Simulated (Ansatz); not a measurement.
# What KSrH3 (model cell, started as cubic perovskite with Sr in the octahedra) distorts into, part 2 of 3

Which phase does KSrH3 (model cell, started as cubic perovskite with Sr in the octahedra) fall into along its unstable mode, and how much energy does it gain?

Ansatz 0.2.0; DFT PBEsol, scalar-relativistic, plane waves, PAW; PAW set soft_1.

So far, highest frequency on the path or at a solved wavevector (cm⁻¹): step 2 (phonons on a q mesh) 1303. Also lowest frequency on the path (cm⁻¹): step 2 -354.

The structure was built from a prototype and need not be the compound's stable phase.

### Step 6. Relaxation from the frozen mode

Starting from the lowest point found, all atoms and the cell are let go, so that strain and other modes of the same symmetry can join in.

input.yaml reads:

```yaml
crystal:
  lattice:
    - [4.7212170871, 4.7212170871, 0.0]
    - [4.7212170871, 0.0, 4.7212170871]
    - [4.7212170871, 0.0, -4.7212170871]
  atoms:
    - { symbol: K, position: [0.0, 0.5, 0.5] }
    - { symbol: K, position: [0.0, 0.0, 0.0] }
    - { symbol: Sr, position: [0.5, 0.25, 0.75] }
    - { symbol: Sr, position: [0.5, 0.75, 0.25] }
    - { symbol: H, position: [0.5, 0.563542937, 0.563542937] }
    - { symbol: H, position: [0.5, -0.063542937, -0.063542937] }
    - { symbol: H, position: [0.0, 0.0, 0.5] }
    - { symbol: H, position: [0.0, 0.5, 0.0] }
    - { symbol: H, position: [0.5, 0.436457063, 0.063542937] }
    - { symbol: H, position: [0.5, 0.063542937, 0.436457063] }
kpoints:
  mp_grid: { grid: [4, 4, 4] }
hamiltonian:
  xc: pbesol
  pseudopotentials: { kind: paw, azcp: { folder: soft_1 }, xc_functional: pbe }
scf:
  occupations: { method: fixed }
output:
  forces: true
  stress: true
  eigenvalues: true
relax:
  adjacent_minimum: "off"
  f_tol: 0.002
  max_steps: 120
  cell: { stress_tol: 0.03 }
```

The run is started by

```bash
ansatz run input.yaml --threads 4 --pin off --max-ram 16384MiB --backend cpu --events-out ev --progress --plain --runs-dir out
```

Numbers of over 12 decimals in the logs are rounded to 6 here.

The log of the run:

```text
[...]
Crystal: 10 atoms, lattice volume = 210.471 Å³
Basis set: ecut = 420 eV, 4111 PW (Γ), exchange–correlation on 90×90×90 points (8 copies of the dense FFT grid, shifted against one another)
Bands: 32, of which v1, the nominal top of the filled ones, is band 22 counted from 1 (21 counted from 0)
Symmetry: 16 space group operations
[...]
k-points: 13 of 64
[...]
SCF iter   1: F=—  HF=-10115.607123 eV  |F-HF|=—  |Δ(HF+E_count)|=         —  Δρ=4.62e-2  dr2=6.07e0  ethr=3.10e-3  ⟨swp⟩=6.0  Hψ=1738  notcnv=0  defer=85
[...]
SCF iter   7: F=-10113.580958 eV  HF=-10113.580958 eV  |F-HF|=5.59e-8  |Δ(HF+E_count)|=   5.94e-7  Δρ=5.53e-6  dr2=6.64e-8  ethr=2.27e-10  ⟨swp⟩=18.4  Hψ=3542  notcnv=0
SCF 1 converged in 7 iterations: F = -10113.580958 eV  dr2 = 6.64e-8
[...]
relax step   1: F+E_penalty+E_count = -10113.58095818 eV  Δ(F+E_penalty+E_count) = +0.000e0 eV  max|allowed force component| = 3.511e-2 eV/Å  Δτ_max = 0.0000 Å  P = -0.563 GPa  Ω = 210.471 Å³  (7 SCF iters, dr2 threshold 1.00e-7 eV, accepted)
Crystal: 10 atoms, lattice volume = 204.208 Å³
Basis set: ecut = 420 eV, 3935 PW (Γ), exchange–correlation on 90×90×90 points (8 copies of the dense FFT grid, shifted against one another)
[...]
iter 1 solved again at ethr=5.25e-5 eV; its pass at ethr=3.10e-3 eV (dr2=2.31e-2 eV) is discarded
[...]
SCF iter   5: F=-10113.609658 eV  HF=-10113.609658 eV  |F-HF|=3.35e-8  |Δ(HF+E_count)|=   4.05e-6  Δρ=6.51e-6  dr2=6.67e-8  ethr=2.27e-9  ⟨swp⟩=15.8  Hψ=3110  notcnv=0
SCF 2 converged in 5 iterations: F = -10113.609658 eV  dr2 = 6.67e-8
relax step   2: F+E_penalty+E_count = -10113.60965792 eV  Δ(F+E_penalty+E_count) = -2.870e-2 eV  max|allowed force component| = 1.852e-2 eV/Å  Δτ_max = 0.0633 Å  P = -0.067 GPa  Ω = 204.208 Å³  energy of the carried Pulay correction = +1.470e-3 eV  (5 SCF iters, dr2 threshold 1.00e-6 eV, accepted)
Crystal: 10 atoms, lattice volume = 202.923 Å³
[...]
SCF iter   5: F=-10113.612435 eV  HF=-10113.612435 eV  |F-HF|=3.77e-9  |Δ(HF+E_count)|=   1.57e-6  Δρ=3.21e-6  dr2=1.97e-8  ethr=1.43e-10  ⟨swp⟩=13.2  Hψ=3360  notcnv=0
SCF 3 converged in 5 iterations: F = -10113.612435 eV  dr2 = 1.97e-8
relax step   3: F+E_penalty+E_count = -10113.61243491 eV  Δ(F+E_penalty+E_count) = -2.777e-3 eV  max|allowed force component| = 1.260e-2 eV/Å  Δτ_max = 0.0504 Å  P = -0.044 GPa  Ω = 202.923 Å³  energy of the carried Pulay correction = +1.778e-3 eV  (5 SCF iters, dr2 threshold 6.27e-8 eV, accepted)
[...]
relax step   4: F+E_penalty+E_count = -10113.61284369 eV  Δ(F+E_penalty+E_count) = -4.088e-4 eV  max|allowed force component| = 1.811e-3 eV/Å  Δτ_max = 0.0154 Å  P = +0.018 GPa  Ω = 202.645 Å³  energy of the carried Pulay correction = +1.844e-3 eV  (5 SCF iters, dr2 threshold 9.92e-9 eV, accepted)
[...]
SCF iter   6: F=-10113.611323 eV  HF=-10113.611323 eV  |F-HF|=5.46e-12  |Δ(HF+E_count)|=  9.09e-12  Δρ=7.04e-8  dr2=8.59e-12  ethr=1.00e-12  ⟨swp⟩=17.6  Hψ=3238  notcnv=0
SCF 5 converged in 6 iterations: F = -10113.611323 eV  dr2 = 8.59e-12
relax step   5: F+E_penalty+E_count = -10113.61132310 eV  Δ(F+E_penalty+E_count) = +1.521e-3 eV  max|allowed force component| = 1.911e-3 eV/Å  Δτ_max = 0.0000 Å  P = +0.011 GPa  Ω = 202.645 Å³  stress off target by 1.18e-2 GPa  SCF on the basis re-selected at this cell (its energy is not comparable with the rows above)  (6 SCF iters)
basis re-selected at this cell: Δ(F+E_penalty+E_count) = +1.521e-3 eV, ΔP = -0.007 GPa vs the last step (what re-selecting the basis moved, of the pressure what is left beyond the Pulay correction that the steps carried, after the strain that the cell walked since its last selection, with what the two solves' SCF thresholds leave and, on support functions, any second-order correction that the steps lacked; it is no m [...]
SCF converged after 6 iterations
Free energy (F): -10113.611323 eV
[...]
Internal energy: -10113.611323 eV  (E = F + TS)
E sigma→0 (E₀):  -10113.611323 eV
Fermi energy:    2.132928 eV
[...]
--- Forces (eV/Å), atoms counted from 1 ---
  atom   1  K      0.00000000    -0.00000000     0.00000000
  atom   2  K     -0.00000000     0.00000000    -0.00000000
  atom   3  Sr     0.00000000     0.00000000    -0.00000000
  atom   4  Sr     0.00000000     0.00000000    -0.00000000
  atom   5  H      0.00191140    -0.00000000    -0.00000000
  atom   6  H     -0.00191140     0.00000000     0.00000000
  atom   7  H      0.00000000    -0.00000000     0.00000000
  atom   8  H      0.00000000     0.00000000    -0.00000000
  atom   9  H      0.00000000    -0.00000000    -0.00191140
  atom  10  H      0.00000000     0.00000000     0.00191140
  max |Σ_I F_I| component: 8.40e-19 eV/Å
--- Stress (GPa, compression-positive) ---
        0.011765      -0.000000       0.000000
       -0.000000       0.009790       0.000000
        0.000000       0.000000       0.011765
  P = ⅓ Tr σ = 0.0111 GPa (0.111 kbar)
--- Band table (eV; the first three rows and the last of 13) ---
  k-point 0: bands = [... 18 lower, 1.2132, 1.8425, 2.1329, 2.1329, 5.4460, 5.5014, 5.5014, 8.0451, ... 6 higher]
  k-point 1: bands = [... 18 lower, 1.2597, 1.5074, 1.8789, 2.0020, 5.4104, 5.6974, 5.7316, 7.1637, ... 6 higher]
  k-point 2: bands = [... 18 lower, 1.4475, 1.4475, 1.7444, 1.7444, 5.8241, 5.8241, 6.2378, 6.2378, ... 6 higher]
  k-point 12: bands = [... 18 lower, 1.0916, 1.2587, 2.0996, 2.0996, 5.1855, 6.8038, 6.8038, 7.3520, ... 6 higher]
--- Relaxed structure (4 steps of the walk, 4 accepted, 1 SCFs on fresh bases) ---
  F+E_penalty+E_count = -10113.61132310 eV   max|allowed force component| = 1.911e-3 eV/Å   (the final SCF, on the basis selected at the relaxed cell)
  cell:  # Å, volume = 202.6447 Å³
    - [4.617353, 4.752466, 0.0]
    - [4.617353, 0.0, 4.617353]
    - [4.617353, 0.0, -4.617353]
  atoms:
    - { symbol: K, position: [0, 0.5, 0.5] }
    - { symbol: K, position: [0, 2.939451321934206e-19, 0] }
    - { symbol: Sr, position: [0.500000, 0.250000, 0.75] }
    - { symbol: Sr, position: [0.500000, 0.75, 0.250000] }
    - { symbol: H, position: [0.500000, 0.573956, 0.573956] }
    - { symbol: H, position: [0.500000, -0.073956, -0.073956] }
    - { symbol: H, position: [0, 0.0, 0.5] }
    - { symbol: H, position: [0, 0.5, 0.0] }
    - { symbol: H, position: [0.500000, 0.426044, 0.073956] }
    - { symbol: H, position: [0.500000, 0.073956, 0.426044] }
```

Wall time 8.1 s (4 threads of Arm Neoverse V1, shared host); peak memory 0.56 GiB.

Step by step:

| step | energy less that of the first step (eV) | largest force component (eV/Å) | pressure (GPa) | volume (Å³) |
| --- | --- | --- | --- | --- |
| 1 | 0.0000 | 0.0351 | -0.56 | 210.47 |
| 2 | -0.0287 | 0.0185 | -0.07 | 204.21 |
| 3 | -0.0315 | 0.0126 | -0.04 | 202.92 |
| 4 | -0.0319 | 0.0018 | 0.02 | 202.64 |
| 5* | -0.0304 | 0.0019 | 0.01 | 202.64 |

Relaxation steps marked * repeat the geometry before them on a plane-wave basis chosen anew for their cell, so energy and pressure can jump there.

Forces are held to the 16 operations that the run works with; a distortion that breaks them can't arise in this run.

| conventional cell, symmetrised | before | after | change |
| --- | --- | --- | --- |
| a (Å) | 6.677 | 6.530 | -2.2 % |
| b (Å) | 6.677 | 6.530 | -2.2 % |
| c (Å) | 9.442 | 9.505 | +0.7 % |
| volume (Å³/atom) | 21.05 | 20.26 | -3.7 % |

The atoms that moved most (Å, as changes of fractional coordinates times the final cell):

| atom | dx | dy | dz | length |
| --- | --- | --- | --- | --- |
| H10 | 0.000 | 0.000 | 0.096 | 0.096 |
| H9 | 0.000 | 0.000 | -0.096 | 0.096 |
| H6 | -0.096 | 0.000 | 0.000 | 0.096 |
| H5 | 0.096 | 0.000 | 0.000 | 0.096 |

This step gave:

```
pressure          : 0.01111 GPa
gap on the k-mesh : 2.357 eV
volume per atom   : 20.26 Å³
```

The distorted start has space group I4/mcm; the relaxation ends in I4/mcm.

### Step 7. The new phase in its own primitive cell

The relaxed structure is symmetrised, reduced to its primitive cell and relaxed tightly, as its phonons need.

input.yaml reads:

```yaml
crystal:
  lattice:
    - [-3.2649617673, 3.2649617673, 4.7524659354]
    - [3.2649617673, -3.2649617673, 4.7524659354]
    - [3.2649617673, 3.2649617673, -4.7524659354]
  atoms:
    - { symbol: K, position: [0.25, 0.75, 0.5] }
    - { symbol: K, position: [0.75, 0.25, 0.5] }
    - { symbol: Sr, position: [0.0, 0.0, 0.0] }
    - { symbol: Sr, position: [0.5, 0.5, 0.0] }
    - { symbol: H, position: [0.1760441449, 0.6760441449, 0.8520882897] }
    - { symbol: H, position: [0.8239558551, 0.3239558551, 0.1479117103] }
    - { symbol: H, position: [0.25, 0.25, 0.0] }
    - { symbol: H, position: [0.75, 0.75, 0.0] }
    - { symbol: H, position: [0.6760441449, 0.8239558551, 0.5] }
    - { symbol: H, position: [0.3239558551, 0.1760441449, 0.5] }
kpoints:
  mp_grid: { grid: [6, 6, 6] }
hamiltonian:
  xc: pbesol
  pseudopotentials: { kind: paw, azcp: { folder: soft_1 }, xc_functional: pbe }
scf:
  occupations: { method: fixed }
output:
  forces: true
  stress: true
  eigenvalues: true
relax:
  adjacent_minimum: "off"
  f_tol: 0.001
  max_steps: 60
  cell: { stress_tol: 0.01 }
```

The log of the run:

```text
[...]
Crystal: 10 atoms, lattice volume = 202.645 Å³
Basis set: ecut = 420 eV, 3919 PW (Γ), exchange–correlation on 90×90×90 points (8 copies of the dense FFT grid, shifted against one another)
Bands: 32, of which v1, the nominal top of the filled ones, is band 22 counted from 1 (21 counted from 0)
Symmetry: 16 space group operations
[...]
k-points: 30 of 216
[...]
- { symbol: K, position: [0.75, 0.250000, 0.5] }
    - { symbol: Sr, position: [0, 0, 0] }
    - { symbol: Sr, position: [0.500000, 0.500000, 0] }
    - { symbol: H, position: [0.175754, 0.675754, 0.851508] }
    - { symbol: H, position: [0.824246, 0.324246, 0.148492] }
    - { symbol: H, position: [0.250000, 0.250000, 0] }
    - { symbol: H, position: [0.750000, 0.750000, 0] }
    - { symbol: H, position: [0.675754, 0.824246, 0.5] }
    - { symbol: H, position: [0.324246, 0.175754, 0.5] }
[key lines of the parts left out:]
SCF converged after 7 iterations
Free energy (F): -10113.611486 eV
Fermi energy:    2.130679 eV
P = ⅓ Tr σ = -0.0070 GPa (-0.070 kbar)
```

Wall time 10 s (4 threads); peak memory 0.61 GiB.

Little changed from the start: no atom moved by 0.005 Å and no cell edge by 0.1 %.

Numbers from this step:

```
pressure           : -0.006959 GPa
gap on the k-mesh  : 2.356 eV
volume per atom    : 20.28 Å³
direct gap on mesh : 2.707 eV
```

The largest force component left is 0.57 meV/Å and the pressure is -0.007 GPa, within the tolerances set. The cell now holds 20.28 Å³/atom.

(Part 2 of 3 ends here.)

[Logs are printed without paths, hosts, clocks, repeated set-up lines and the standing remarks that a program may print on its own settings, such as how far it seeks lower states.]

[Hosts, paths, dates, database ids (printed as entryN), source tags and the programs' standing remarks are cut or masked in the printed files.]
